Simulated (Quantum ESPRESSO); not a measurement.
**SiC (Moissanite 3C): from Born charge to LO-TO splitting**

Wanted: the LO mode of SiC (Moissanite 3C) from the TO mode and the field response.

Program: Quantum ESPRESSO 7.5. Level of theory: DFT LDA, scalar-relativistic, plane waves, PseudoDojo norm-conserving pseudopotentials. Results are calculated unless marked as measured.

### 1. Set-up

Symmetry: F-43m, No. 216, cubic system. The conventional cell has a = 4.326 Å, b = 4.326 Å, c = 4.326 Å, α = 90.00°, β = 90.00°, γ = 90.00°. Nearest to Si lie 4 C at 1.87 Å. Nearest to C lie 4 Si at 1.87 Å. Farther neighbours are not listed.

As a file:

```xyz
2
Lattice="-2.1628 0.0000 2.1628 0.0000 2.1628 2.1628 -2.1628 2.1628 0.0000" Properties=species:S:1:pos:R:3 pbc="T T T"
Si    0.0000    0.0000    0.0000
C    -1.0814    1.0814    1.0814
```

This is the cell after its relaxation at this level of theory, not the database cell from which that began.

### 2. What the response run gave

A linear-response run on the relaxed cell, with the response to an electric field; only its zone-centre results are used. Cutoff 90 Ry, k mesh 12×12×12.

Output:

```text
[banners, grids, parts of the stress and lines that vanish by symmetry left out]
Program PHONON v.7.5
     Reading xml data from directory:

[...]
Exchange-correlation= PW
                           (   1   4   0   0   0   0   0)
[...]
kinetic-energy cut-off    =      90.0000  Ry
     charge density cut-off    =     360.0000  Ry
     convergence threshold     =      1.0E-18
[...]
Exchange-correlation= PW
                           (   1   4   0   0   0   0   0)
[...]
q = (   0.0000000   0.0000000   0.0000000 )
     25 Sym.Ops. (with q -> -q+G )
     G cutoff =  304.6420  (  15665 G-vectors)     FFT grid: ( 36, 36, 36)
     number of k points=    72
[...]
Mode symmetry, T_d (-43m)  point group:
[...]
Dielectric constant
[...]
End of electric fields calculation
          Dielectric constant in cartesian axis
          (       6.878850855      -0.000000000      -0.000000000 )
          (       0.000000000       6.878850855       0.000000000 )
          (      -0.000000000      -0.000000000       6.878850855 )
          Effective charges (d Force / dE) in cartesian axis without acoustic sum rule applied (asr)
           atom    1  Si    Mean Z*:        2.72195
      Ex  (        2.72195        0.00000        0.00000 )
      Ey  (        0.00000        2.72195       -0.00000 )
      Ez  (        0.00000       -0.00000        2.72195 )
           atom    2  C     Mean Z*:       -2.72347
      Ex  (       -2.72347        0.00000       -0.00000 )
      Ey  (        0.00000       -2.72347       -0.00000 )
      Ez  (       -0.00000       -0.00000       -2.72347 )
          Effective charges Sum: Mean:       -0.00151
[...]
Effective charges (d Force / dE) in cartesian axis with asr applied:
           atom    1  Si    Mean Z*:        2.72271
[...]
atom    2  C     Mean Z*:       -2.72271
[...]
Representation #   1 modes #   1   2   3
[...]
End of self-consistent calculation
     Convergence has been achieved
     Representation #   2 modes #   4   5   6
[...]
End of self-consistent calculation
     Convergence has been achieved
[...]
Dielectric constant in cartesian axis
          (       6.878850855      -0.000000000      -0.000000000 )
          (       0.000000000       6.878850855       0.000000000 )
          (      -0.000000000      -0.000000000       6.878850855 )
          Effective charges (d Force / dE) in cartesian axis without acoustic sum rule applied (asr)
           atom    1  Si    Mean Z*:        2.72195
      Ex  (        2.72195        0.00000        0.00000 )
      Ey  (        0.00000        2.72195       -0.00000 )
      Ez  (        0.00000       -0.00000        2.72195 )
           atom    2  C     Mean Z*:       -2.72347
      Ex  (       -2.72347        0.00000       -0.00000 )
      Ey  (        0.00000       -2.72347       -0.00000 )
      Ez  (       -0.00000       -0.00000       -2.72347 )
          Effective charges Sum: Mean:       -0.00151
[...]
Effective charges (d Force / dE) in cartesian axis with asr applied:
           atom    1  Si    Mean Z*:        2.72271
[...]
atom    2  C     Mean Z*:       -2.72271
[...]
q = (    0.000000000   0.000000000   0.000000000 )
[...]
freq (    1) =      -0.028412 [THz] =      -0.947737 [cm-1]
     freq (    2) =      -0.028412 [THz] =      -0.947737 [cm-1]
     freq (    3) =      -0.028412 [THz] =      -0.947737 [cm-1]
     freq (    4) =      23.926420 [THz] =     798.099477 [cm-1]
     freq (    5) =      23.926420 [THz] =     798.099477 [cm-1]
     freq (    6) =      23.926420 [THz] =     798.099477 [cm-1]
[...]
Mode symmetry, T_d (-43m)  point group:
     freq (   1-   3) =         -0.9  [cm-1]   --> T_2  G_15 P_4   I+R
     freq (   4-   6) =        798.1  [cm-1]   --> T_2  G_15 P_4   I+R

   JOB DONE.
```

```csv
quantity,value
cell volume Ω (Å³),20.233
mass of Si (u),28.085
mass of C (u),12.011
"Born charge of Si, raw (e)",2.722
"Born charge of C, raw (e)",-2.724
ε∞,6.879
ω(TO) after the sum rule (cm⁻¹),798.1
```

### 3. The calculation

The charges must sum to zero over the cell; taking off their mean, -0.001 e, leaves Z* = 2.723 e on Si. In the polar mode Si moves against C, so the reduced mass is μ = 28.09 × 12.01 / 40.10 = 8.413 u.

A longitudinal wave builds up a field that adds to the restoring force: ω(LO)² = ω(TO)² + 4π Z*² / (μ Ω ε∞), in Hartree atomic units. With μ = 15336 electron masses and Ω = 136.54 bohr³ the second term is 6.4675e-06 Ha², or 311535 cm⁻² (1 Ha = 219474.6 cm⁻¹).

So ω(LO) = √(636964 + 311535) = 973.9 cm⁻¹, and by the Lyddane-Sachs-Teller relation ε₀ = ε∞ (ω(LO)/ω(TO))² = 10.24.

### 4. Check against the program

The analysis program adds the same non-analytic term to the full matrix, here for q along (1 0 0).

Output:

```text
[banner, memory and clock lines left out]
Program DYNMAT v.7.5

     Reading Dynamical Matrix from file g.dyn
     ...Force constants read
     ...epsilon and Z* read

     Polarizability (A^3 units)
     multiply by 0.337882 for Clausius-Mossotti correction
         9.465455    0.000000   -0.000000
        -0.000000    9.465455   -0.000000
        -0.000000    0.000000    9.465455

     IR activities are in (D/A)^2/amu units

# mode   [cm-1]    [THz]      IR
    1     -0.00   -0.0000    0.0000
    2      0.00    0.0000    0.0000
    3      0.00    0.0000    0.0000
    4    798.10   23.9265   20.3291
    5    798.10   23.9265   20.3291
    6    973.91   29.1970   20.3291
```

ε₀ comes from the program's run without a direction of q.

| quantity | by hand | program |
| --- | --- | --- |
| ω(LO) (cm⁻¹) | 973.9 | 973.9 |
| ε₀ | 10.24 | 10.24 |

### 5. Summary of results

| Property | Result |
| --- | --- |
| TO mode | 798.1 cm⁻¹ |
| LO mode | 973.9 cm⁻¹ |
| static dielectric constant | 10.24 |

**Reading.** The LO mode of SiC (Moissanite 3C) lies at 974 cm⁻¹, 176 cm⁻¹ above the TO mode; the formula meets the program within 0.1 cm⁻¹, as it must for a cubic crystal with one polar mode. ω(LO)² − ω(TO)² goes with Z*²/ε∞: an error of 5 % in ε∞ would move the LO mode by 7.6 cm⁻¹, and semilocal functionals tend to overestimate ε∞. These are harmonic values at zero temperature, at the volume of this functional, for the structure held cubic; stability elsewhere in the zone is no part of this calculation.

[Host names and launcher messages were left out of these logs when they were recorded.]

[Logs are printed without paths, hosts, clocks, repeated set-up lines and the standing remarks that a program may print on its own settings, such as how far it seeks lower states.]

[Hosts, paths, dates, database ids (printed as entryN), source tags and the programs' standing remarks are cut or masked in the printed files.]
